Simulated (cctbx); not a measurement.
# What is wrong with this refinement?

Cell a = 9.7890 Å, b = 9.7890 Å, c = 8.0670 Å, α = 90.00°, β = 90.00°, γ = 120.00°; space group P-3 (no. 147). The compound is Tl3BiSb6Te12.

The data are simulated with cctbx, not measured: Mo Kα, λ = 0.71073 Å, to d = 0.84 Å, 70 % of the full sphere, strongest reflection 40000 counts, noise from counting, a 6 % proportional error and a noise floor of 8 counts (s.d.); no absorption, and some extinction, which the refinements don't model.

An anisotropic refinement with weights 1/σ² prints:

```text
Rint 0.042, 112 unique reflections to 1.60 A
cycle     R1     wR2    GooF  max shift (A)
   1  0.0217  0.0635   1.860   0.00342
   2  0.0161  0.0363   1.062   0.00002
final R1 0.0161 wR2 0.0363 GooF 1.062  parameters 34  data/parameter 3.3
atom        x        y        z      Ueq    occ   su(xyz)  su(Uiso or U11)
Bi1    0.00000  0.00000  0.50000   0.0107  1.000  0.00000  0.0019
Tl1    0.66667  0.33333  0.16763   0.0089  1.000  0.00024  0.0017
Tl2    0.00000  0.00000  0.00000   0.0069  1.000  0.00000  0.0018
Te1    0.61736  0.52296  0.80284   0.0119  1.000  0.00024  0.0021
Te2    0.21219  0.27744  0.70097   0.0142  1.000  0.00026  0.0020
Sb1    0.45130  0.29612  0.62666   0.0097  1.000  0.00024  0.0018
difference map: max 0.58 min -0.76 rms 0.15
Q1    0.3333  0.6667  0.2687    2    0.64  2.13 A from Sb1
Q2    0.9922  0.2441  0.7159    6    0.40  2.01 A from Te2
Q3    0.0764  0.6592  0.6889    6    0.38  1.32 A from Te2
Q4    0.2276  0.7168  0.8908    6    0.38  1.43 A from Tl1
Q5    0.0909  0.2605  0.4836    6    0.37  1.87 A from Sb1
Q6    0.0715  0.1471  0.0789    6    0.33  1.40 A from Tl2
```

**Question.** Can this result stand? If not, what is the likely fault?

Mend it. The fault: data cut at low resolution. Against the right model at the same level, R1 goes from 0.0165 to 0.0161 and GooF from 0.96 to 1.06. The atoms are right, but there are too few data for the parameters: R1 flatters and the s.u.s grow. Data per parameter fall from 23.4 to 3.3.

The compound is Tl3BiSb6Te12. The right model at the same level gives:

```text
Rint 0.044, 797 unique reflections to 0.84 A
cycle     R1     wR2    GooF  max shift (A)
   1  0.0392  0.1149   2.716   0.00298
   2  0.0165  0.0407   0.963   0.00000
final R1 0.0165 wR2 0.0407 GooF 0.963  parameters 34  data/parameter 23.4
atom        x        y        z      Ueq    occ   su(xyz)  su(Uiso or U11)
Bi1    0.00000  0.00000  0.50000   0.0107  1.000  0.00000  0.0002
Tl1    0.66667  0.33333  0.16767   0.0104  1.000  0.00005  0.0001
Tl2    0.00000  0.00000  0.00000   0.0076  1.000  0.00000  0.0002
Te1    0.61752  0.52317  0.80267   0.0137  1.000  0.00005  0.0002
Te2    0.21234  0.27751  0.70102   0.0141  1.000  0.00005  0.0002
Sb1    0.45156  0.29633  0.62684   0.0119  1.000  0.00005  0.0002
difference map: max 1.13 min -1.20 rms 0.28
Q1    0.3333  0.6667  0.2983    2    1.13  2.04 A from Sb1
Q2    0.0216  0.3531  0.0834    6    1.11  2.12 A from Te2
Q3    0.0000  0.0000  0.1173    2    0.97  0.95 A from Tl2
Q4    0.0909  0.6159  0.6885    6    0.95  1.82 A from Te2
Q5    0.0872  0.4753  0.6691    6    0.94  1.88 A from Te1
Q6    0.2083  0.7416  0.4346    6    0.85  1.07 A from Sb1
```

The model is made up (kin elements in a known structure type, no relaxation), so it says nothing on whether the phase exists.

[Middle refinement cycles are left out of these outputs.]

[Logs are printed without paths, hosts, clocks, repeated set-up lines and the standing remarks that a program may print on its own settings, such as how far it seeks lower states.]
